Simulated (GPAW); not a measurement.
# Work function of MoGe2As4 monolayer at several levels, part 2 of 2

Aim: the work function of both faces of MoGe2As4 monolayer, and its spread over functionals and bases. Where a layer proves gapped, the work function hangs on where the smearing puts the Fermi level, and the band edges take its place.

GPAW 26.7.0; GPAW, PAW setups; layer in a repeated cell with vacuum, relaxation of atoms and in-plane cell (the session's first sound run).

So far, upper work function (eV): step 3 (plane waves, PBE) 4.72; step 6 (self-consistent run: xc = "vdW-DF2", GPAW, PAW setups, GPAW) 5.13; step 7 (self-consistent run: xc = "revPBE") 4.63; step 8 (OptPBE vdW: xc = "optPBE-vdW", GPAW, PAW setups, GPAW) 4.94; step 9 (real-space grid: mode = "fd", PBE, GPAW) 4.72.

## 10. Atomic orbitals: mode = "lcao"

Atom-centred orbitals end a few angstrom from the surface, which tests how much the density's tail matters.

File run.py:

```python
import json
import numpy as np
from ase import Atoms
from gpaw import GPAW

slab = Atoms(
    ['As', 'Ge', 'As', 'Mo', 'As', 'Ge', 'As'],
    positions=[
        [0.00000, -0.00000, 9.00000],
        [-0.00000, 2.12604, 10.18779],
        [-0.00000, 2.12604, 12.64852],
        [0.00000, -0.00000, 14.11343],
        [-0.00000, 2.12604, 15.57835],
        [-0.00000, 2.12604, 18.03908],
        [-0.00000, 0.00000, 19.22687]],
    cell=[[3.68241, 0.0, 0.0], [-1.8412, 3.18905, 0.0], [0.0, 0.0, 28.2269]],
    pbc=[True, True, False])

slab.calc = GPAW(mode='lcao', basis='dzp', h=0.18, xc='PBE', kpts={'size': (9, 9, 1), 'gamma': True},
                 occupations={'name': 'fermi-dirac', 'width': 0.05}, nbands='120%',
                 convergence={'density': 1e-05}, maxiter=200,
                 poissonsolver={'dipolelayer': 'xy'},
                 symmetry={'tolerance': 1e-3}, txt='slab.txt')
result = {}
energy = slab.get_potential_energy()
fermi = slab.calc.get_fermi_level()
v = slab.calc.get_electrostatic_potential().mean((0, 1)) - fermi
n = slab.calc.get_pseudo_density().mean((0, 1))
L = slab.cell[2, 2]
z = np.arange(len(v)) * L / len(v)
low, high = slab.positions[:, 2].min(), slab.positions[:, 2].max()
below, above = np.interp([low - 6.8, high + 6.8], z, v)
slopes = [np.interp(x, z, np.gradient(v, z)) for x in (low - 6.8, high + 6.8)]
eps = np.array([[slab.calc.get_eigenvalues(k, s) for k in range(len(slab.calc.get_ibz_k_points()))]
                for s in range(slab.calc.get_number_of_spins())]) - fermi
top, bottom = eps[eps < 0].max(), eps[eps > 0].min()
dipole = slab.get_dipole_moment()[2]
print(f'energy {energy:.4f} eV, Fermi level {fermi:.4f} eV, dipole {dipole:.5f} e A')
print(f'potential 6.8 A off the faces, from the Fermi level: lower {below:.4f} eV, upper {above:.4f} eV')
print(f'slope of the potential there: lower {slopes[0]:.5f}, upper {slopes[1]:.5f} eV/A')
print(f'nearest levels on the mesh: {top:.4f} and {bottom:.4f} eV')
print('magnetic moment', round(slab.get_magnetic_moment(), 3))
result.update(energy=energy, fermi=fermi, dipole=dipole, below=below, above=above, slopes=slopes, edges=[top, bottom],
              z=z.tolist(), v=v.tolist(), n=n.tolist(), positions=slab.positions.tolist(),
              forces=slab.get_forces(apply_constraint=False).tolist(), moments=slab.get_magnetic_moments().tolist())
json.dump(result, open('result.json', 'w'))
```

Command:

```console
> OMP_NUM_THREADS=1 OPENBLAS_NUM_THREADS=1 python run.py
```

It took 1.9 min on 1 thread of Arm Neoverse V1, shared host; peak memory 0.34 GiB.

Numbers from this step:

- dipole along the normal: -6.95e-4 e·Å
- levels nearest the Fermi level on the mesh: -0.2583, 0.2596 eV from the Fermi level
- upper work function: 4.503 eV
- lower work function: 4.491 eV
- upper ionisation energy: 4.761 eV

The electrostatic potential energy of an electron (without an applied field's), less the Fermi level, planar mean oscillates, so the rows of the table below give means over windows of 1.81 Å about each position, cut where the curve ends. Its maxima inside the range that stand out by 2 % of the span (Å: eV): 9.6: -9.01, 11.5: 1.94, 13.3: -6.02, 14.9: -6.02, 16.7: 1.94, 18.6: -9.00. Its minima: 9.0: -14.1, 10.1: -13.6, 12.7: -12.8, 14.1: -16.6, 15.6: -12.8, 18.1: -13.6, 19.2: -14.1.

Table of electrostatic potential energy of an electron (without an applied field's), less the Fermi level, planar mean by z; means over each step:

| z (Å) | electrostatic potential energy of an electron (without an applied field's), less the Fermi level, planar mean (eV) |
| --- | --- |
| 0.91 | 4.49 |
| 2.71 | 4.49 |
| 4.52 | 4.49 |
| 6.33 | 4.47 |
| 8.14 | -1.80 |
| 9.95 | -10.1 |
| 11.76 | -2.47 |
| 13.57 | -11.1 |
| 15.38 | -8.19 |
| 17.20 | -2.93 |
| 19.00 | -10.1 |
| 20.81 | 3.41 |
| 22.62 | 4.50 |
| 24.43 | 4.50 |
| 26.24 | 4.50 |
| 28.05 | 4.50 |

The highest filled level lies 0.258 eV under the Fermi level, so the ionisation energy from the upper face is 4.503 + 0.258 = 4.761 eV, against 4.989 eV in the base run.

## 11. Cost and result by level

Times are for 1 thread of Arm Neoverse V1, shared host. Results by setting:

| no. | run | upper ionisation energy (eV) | time | memory (GiB) |
| --- | --- | --- | --- | --- |
| 1 | pw | 4.989 | 80 s | 0.27 |
| 2 | RPBE | 4.898 | 82 s | 0.27 |
| 3 | LDA | 5.227 | 78 s | 0.27 |
| 4 | vdW DF2 | 5.393 | 3.1 min | 0.49 |
| 5 | revPBE | 4.895 | 84 s | 0.27 |
| 6 | optPBE vdW | 5.210 | 1.7 min | 0.49 |
| 7 | fd | 4.989 | 3.8 min | 0.72 |
| 8 | lcao | 4.761 | 1.9 min | 0.34 |

## 12. Side by side

Results and costs are gathered.

This step: comparison of work functions, dipole and cost (GPAW 26.7.0).

Ladder, by row:

| step | code | work function, upper (eV) | work function, lower (eV) | dipole (e Å) | wall time (s) | peak memory (GiB) | threads |
| --- | --- | --- | --- | --- | --- | --- | --- |
| pw | GPAW | 4.721 | 4.71 | 9.31e-4 | 80 | 0.27 | 1 |
| RPBE | GPAW | 4.627 | 4.616 | 9.26e-4 | 81.87 | 0.27 | 1 |
| LDA | GPAW | 4.967 | 4.955 | 9.43e-4 | 78.16 | 0.27 | 1 |
| vdW-DF2 | GPAW | 5.131 | 5.12 | 9.27e-4 | 184.8 | 0.49 | 1 |
| revPBE | GPAW | 4.627 | 4.615 | 9.27e-4 | 83.78 | 0.27 | 1 |
| optPBE-vdW | GPAW | 4.937 | 4.925 | 9.28e-4 | 102.5 | 0.49 | 1 |
| fd | GPAW | 4.722 | 4.71 | -6.94e-4 | 230.1 | 0.72 | 1 |
| lcao | GPAW | 4.503 | 4.491 | -6.95e-4 | 114.2 | 0.34 | 1 |

## 13. A changed run

One more run, with changed settings.

This step: GPAW, PAW setups; slab in vacuum (GPAW 26.7.0).

Changes to run.py since step 10:

```diff
@@ -3,3 +3,3 @@
 from ase import Atoms
-from gpaw import GPAW
+from gpaw import GPAW, PW
 
@@ -18,5 +18,5 @@
 
-slab.calc = GPAW(mode='lcao', basis='dzp', h=0.18, xc='PBE', kpts={'size': (9, 9, 1), 'gamma': True},
-                 occupations={'name': 'fermi-dirac', 'width': 0.05}, nbands='120%',
-                 convergence={'density': 1e-05}, maxiter=200,
+slab.calc = GPAW(mode=PW(400), xc='PBE', kpts={'size': (9, 9, 1), 'gamma': True},
+                 occupations={'name': 'fermi-dirac', 'width': 0.05}, nbands='200%',
+                 convergence={'density': 1e-05}, maxiter=50,
                  poissonsolver={'dipolelayer': 'xy'},
@@ -31,4 +31,4 @@
 low, high = slab.positions[:, 2].min(), slab.positions[:, 2].max()
-below, above = np.interp([low - 6.8, high + 6.8], z, v)
-slopes = [np.interp(x, z, np.gradient(v, z)) for x in (low - 6.8, high + 6.8)]
+below, above = np.interp([low - 1.0, high + 1.0], z, v)
+slopes = [np.interp(x, z, np.gradient(v, z)) for x in (low - 1.0, high + 1.0)]
 eps = np.array([[slab.calc.get_eigenvalues(k, s) for k in range(len(slab.calc.get_ibz_k_points()))]
@@ -38,3 +38,3 @@
 print(f'energy {energy:.4f} eV, Fermi level {fermi:.4f} eV, dipole {dipole:.5f} e A')
-print(f'potential 6.8 A off the faces, from the Fermi level: lower {below:.4f} eV, upper {above:.4f} eV')
+print(f'potential 1.0 A off the faces, from the Fermi level: lower {below:.4f} eV, upper {above:.4f} eV')
 print(f'slope of the potential there: lower {slopes[0]:.5f}, upper {slopes[1]:.5f} eV/A')
```

It took 80 s on 1 thread; peak memory 0.27 GiB.

The run finished. A setting was moved off its sound value on purpose, so it serves as a test and not as the result.

The fault put into the input: the potential probed 1 A off the face (probe = 1.0).

## 14. Outcome

```yaml
work_function_upper_and_lower_face_fermi_level_placed_in_the_gap_by_the_smearing: 4.721 and 4.710 eV
ionisation_energy_from_the_upper_face_highest_filled_level_on_the_mesh: 4.99 eV
electron_affinity_from_the_upper_face_lowest_empty_kohn_sham_level_on_the_mesh: 4.48 eV
dipole_along_the_normal: 9.3e-4 e Å, near the numerical noise
```

In words: With plane waves and PBE the ionisation energy from the upper face is 4.99 eV and the Kohn-Sham electron affinity 4.48 eV. The levels nearest the Fermi level on the mesh lie 0.509 eV apart, so the slab is gapped there: the smearing puts the Fermi level inside the gap, and from either face the ionisation energy is the work function plus 0.27 eV. Both are Kohn-Sham levels on the mesh, and semilocal gaps are too small, so the affinity tends to come out too large and the ionisation energy too small. Work functions of a gapped slab move with the place of the Fermi level in the gap; over the runs without a planted fault the highest filled level on the mesh lies 4.76 (lcao) to 5.39 eV (vdW-DF2) under the upper vacuum level. The small printed dipole stands for a step of -14 meV from the lower to the upper face, and the probes find 11 meV; values this small are near the numerical noise of both. The layer's cell and atoms come from the relaxation; spin-orbit coupling and temperature are left out.

[Logs are printed without paths, hosts, clocks, repeated set-up lines and the standing remarks that a program may print on its own settings, such as how far it seeks lower states.]

[Hosts, paths, dates, database ids (printed as entryN), source tags and the programs' standing remarks are cut or masked in the printed files.]
